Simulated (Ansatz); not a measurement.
# WS2 monolayer (1T): following an unstable mode, part 2 of 2

Aim: this structure of WS2 monolayer (1T) is to be tested for unstable modes, and one is followed downhill.

Ansatz 0.2.0; DFT PBEsol, scalar-relativistic, plane waves, PAW; PAW set soft_1.

So far. Step 5 (Energy along the mode, all amplitudes (two of the runs …): The lowest of the steps tried is at 0.22 Å, 47.2 meV/atom below the parent; the bottom of the well need not coincide with a step. Step 7 (The new phase in its own primitive cell): The largest force component left is 0.29 meV/Å, within the tolerances set.

### 8. Modes of the new phase, k-mesh 6×6×1, occupations fixed

A relaxed structure may still be a saddle point, so its zone-centre modes are computed. The response to a homogeneous field gives the Born charges and the dielectric tensor.

File input.yaml:

```yaml
crystal:
  lattice:
    - [4.8131900933, 2.778896596, 0.0]
    - [0.0, 5.557793192, 0.0]
    - [0.0, 0.0, 29.504]
  atoms:
    - { symbol: W, position: [0.0, -0.0504840432, 0.3397284971] }
    - { symbol: W, position: [0.3838173765, 0.3333333333, 0.3397284971] }
    - { symbol: W, position: [0.6161826235, 0.7171507098, 0.3397284971] }
    - { symbol: S, position: [1.0, 0.3333333333, 0.3801193389] }
    - { symbol: S, position: [0.3333333333, 0.6666666667, 0.395491517] }
    - { symbol: S, position: [0.6666666667, 1.0, 0.395491517] }
    - { symbol: S, position: [0.3144892792, 0.0188440541, 0.2867152775] }
    - { symbol: S, position: [0.6855107208, 0.3333333333, 0.2867152775] }
    - { symbol: S, position: [0.0, 0.6478226126, 0.2867152775] }
  periodic: [true, true, false]
kpoints:
  mp_grid: { grid: [6, 6, 1] }
hamiltonian:
  xc: pbesol
  pseudopotentials: { kind: paw, azcp: { folder: soft_1 }, xc_functional: pbe }
scf:
  occupations: { method: fixed }
output:
  eigenvalues: true
phonons:
  method: dfpt
  dielectric: true
```

On the command line:

```sh
$ ansatz run input.yaml --threads 4 --pin off --max-ram 16384MiB --backend cpu --events-out ev --progress --plain --runs-dir out
```

Wall time 8.6 min (4 threads of Arm Neoverse V1, shared host); peak memory 7.5 GiB; 33 min of CPU time.

This step gave:

| Quantity | Value |
| --- | --- |
| sum-rule residual before enforcement | 4.60e-5 eV/Å² |
| miss of the charge sum rule | 0.009882 e |
| estimated error of the dielectric tensor | 0.03763 |
| estimated error of the Born charges | 0.03039 e |
| point group | 3m |
| highest optical mode at the zone centre (no LO-TO term) | 455.3 cm⁻¹ |
| lowest optical zone-centre mode | 84.86 cm⁻¹ |
| largest Born charge (third of the trace) | -1.391 e |

Patterns of degenerate modes are one choice out of their space. The modes at Γ (shares of kinetic energy by element, %):

| mode | frequency (cm⁻¹) | symmetry | W % | S % |
| --- | --- | --- | --- | --- |
| 1 | 0.0 | acoustic | 74 | 26 |
| 2 | 0.0 | acoustic | 74 | 26 |
| 3 | 0.0 | acoustic | 74 | 26 |
| 4 | 84.9 | A2 | 95 | 5 |
| 5 | 110.5 | E | 84 | 16 |
| 6 | 110.5 | E | 84 | 16 |
| 7 | 142.4 | E | 87 | 13 |
| 8 | 142.4 | E | 87 | 13 |
| 9 | 154.3 | A1 | 84 | 16 |
| 10 | 247.7 | E | 11 | 89 |
| 11 | 247.7 | E | 11 | 89 |
| 12 | 263.5 | A1 | 9 | 91 |
| 13 | 290.6 | E | 5 | 95 |
| 14 | 290.6 | E | 5 | 95 |
| 15 | 294.4 | A2 | 0 | 100 |
| 16 | 298.5 | E | 17 | 83 |
| 17 | 298.5 | E | 17 | 83 |
| 18 | 316.6 | A1 | 10 | 90 |
| 19 | 332.4 | E | 5 | 95 |
| 20 | 332.4 | E | 5 | 95 |
| 21 | 356.5 | E | 9 | 91 |
| 22 | 356.5 | E | 9 | 91 |
| 23 | 395.0 | A2 | 5 | 95 |
| 24 | 407.2 | E | 8 | 92 |
| 25 | 407.2 | E | 8 | 92 |
| 26 | 408.4 | A1 | 3 | 97 |
| 27 | 455.3 | A1 | 19 | 81 |

Displacements in mode 4 (84.9 cm⁻¹), the largest set to 1:
```
W1   1.00  0.00  0.00
W2  -0.50  0.87  0.00
W3  -0.50 -0.87  0.00
S4   0.00  0.00  0.00
S5   0.00  0.00  0.64
S6   0.00  0.00 -0.64
S7   0.01  0.02  0.00
S8   0.01 -0.02  0.00
S9  -0.03  0.00  0.00
```

Displacements in mode 10 (247.7 cm⁻¹), the largest set to 1:
```
W1  -0.10  0.00  0.00
W2  -0.18 -0.05  0.05
W3  -0.18  0.04 -0.05
S4  -0.02  0.00  0.00
S5   0.09  0.14  0.00
S6   0.09 -0.14  0.00
S7   0.99 -0.29 -0.80
S8   1.00  0.30  0.81
S9   0.49  0.01 -0.01
```

High-frequency dielectric tensor, averaged over the cell of height 29.5 Å or as lengthened by the program, vacuum included. Tensor:

|  | x | y | z |
| --- | --- | --- | --- |
| x | 5.507 | 0 | 0 |
| y | 0 | 5.507 | 0 |
| z | 0 | 0 | 1.172 |

Born charge (rows field, columns displacement) (e), principal values of the symmetric part by kind of site:

| atom | atoms with these values | low | middle | high | mean |
| --- | --- | --- | --- | --- | --- |
| W1 | 3 | -5.23 | -0.30 | 2.63 | -0.97 |
| S4 | 1 | -2.04 | -2.04 | -0.09 | -1.39 |
| S5 | 2 | 0.06 | 0.95 | 0.95 | 0.65 |
| S7 | 3 | 0.02 | 0.94 | 2.03 | 1.00 |

In full for S7:

```
 1.76 -0.47  0.02
-0.47  1.22 -0.01
 0.01  0.00  0.02
```

Transverse modes. Infrared lines, with heights relative to the strongest:

| position (cm⁻¹) | relative intensity |
| --- | --- |
| 85 | 0.0 |
| 110 | 0.2 |
| 142 | 100 |
| 154 | 0.0 |
| 248 | 58 |
| 264 | 0.1 |
| 291 | 3.8 |
| 294 | 0.0 |
| 298 | 23 |
| 317 | 0.0 |
| 332 | 0.0 |
| 356 | 81 |
| 395 | 0.0 |
| 407 | 14 |
| 408 | 0.0 |
| 455 | 0.0 |

Before it was imposed, the acoustic sum rule was missed by 4.6e-5 eV/Å² and the charge sum rule by 0.0099 e. Small misses are needed for a sound result but don't prove that mesh and cutoff are converged. The lowest optical mode is real, 84.9 cm⁻¹.

### 9. The phases reached

The phases reached along the modes that were followed are set side by side.

Energies are those of the first relaxation, on the mesh of the frozen mode; space group, volume and gap are those of the last relaxation. Phases, by row:

| mode frozen in | space group | energy from parent (meV/atom) | volume (Å³/atom) | gap on mesh (eV) | lowest zone-centre optical mode (cm⁻¹) | largest shift (Å) |
| --- | --- | --- | --- | --- | --- | --- |
| parent | P-3m1 | 0 | 84.26 | 0 | – | – |
| q = (0, -0.5, 0), 212i cm⁻¹ | P2_1/m | -110.7 | 91.12 | 0 | 106.5 | 0.325 |
| q = (0.333, 0.333, 0), 152i cm⁻¹ | P31m | -67.83 | 89.77 | 0.782 | -75.3 | 0.258 |
| q = (0.333, 0.333, 0), 152i cm⁻¹ | C2/m | -46.12 | 87.13 | 0 | -177.3 | 0.251 |
| q = (0.333, 0.333, 0), 152i cm⁻¹ | P31m | -94.23 | 87.69 | 0.849 | 84.9 | 0.375 |

### 10. What came out

```json
{"unstable mode of the parent": "q = (0.333, 0.333, 0), 152i cm⁻¹", "depth at the lowest point sampled": "47.2 meV/atom", "largest atomic shift at that point": "0.22 Å", "space group reached (within 0.01 Å)": "P31m", "energy gained over the parent (first relaxation, on the mesh of the frozen mode)": "94.2 meV/atom", "area per atom, phase reached": "2.97 Å²", "gap on the k-mesh, phase reached": "0.849 eV", "lowest optical zone-centre mode, phase reached": "84.9 cm⁻¹", "highest optical mode at the zone centre (no LO-TO term), phase reached": "455 cm⁻¹"}
```

In words: Along this mode the structure falls into P31m, 94.2 meV/atom below the parent. At the parent's cell the well is 47.16 meV/atom deep on the steps tried, with its lowest point at a shift of 0.22 Å. Relaxing atoms and cell changes the gain by +47.07 meV/atom against the lowest step (energies at zero smearing). The new phase has no imaginary mode at the zone centre of its cell; other wavevectors were not checked. Of the 4 patterns followed to their end from this parent, this one ends 16.5 meV/atom above the lowest, P2_1/m. Each path keeps the symmetry of its pattern, so a lower phase may lie along a pattern not tried. With no gap, or one that is small against the smearing, the frequencies hang on the k mesh and the smearing, most of all near Kohn anomalies. In a sheet or slab the interpolated bending branch near Γ is rough, since the rotational sum rule isn't imposed. Dielectric tensors refer to the cell with its vacuum. Spin-orbit coupling is left out, which can matter for the heavy elements here. The PAW files were made for PBE and serve the other functionals too. The starting cell was built on a prototype and not taken from a measurement.

[Logs are printed without paths, hosts, clocks, repeated set-up lines and the standing remarks that a program may print on its own settings, such as how far it seeks lower states.]

[Hosts, paths, dates, database ids (printed as entryN), source tags and the programs' standing remarks are cut or masked in the printed files.]
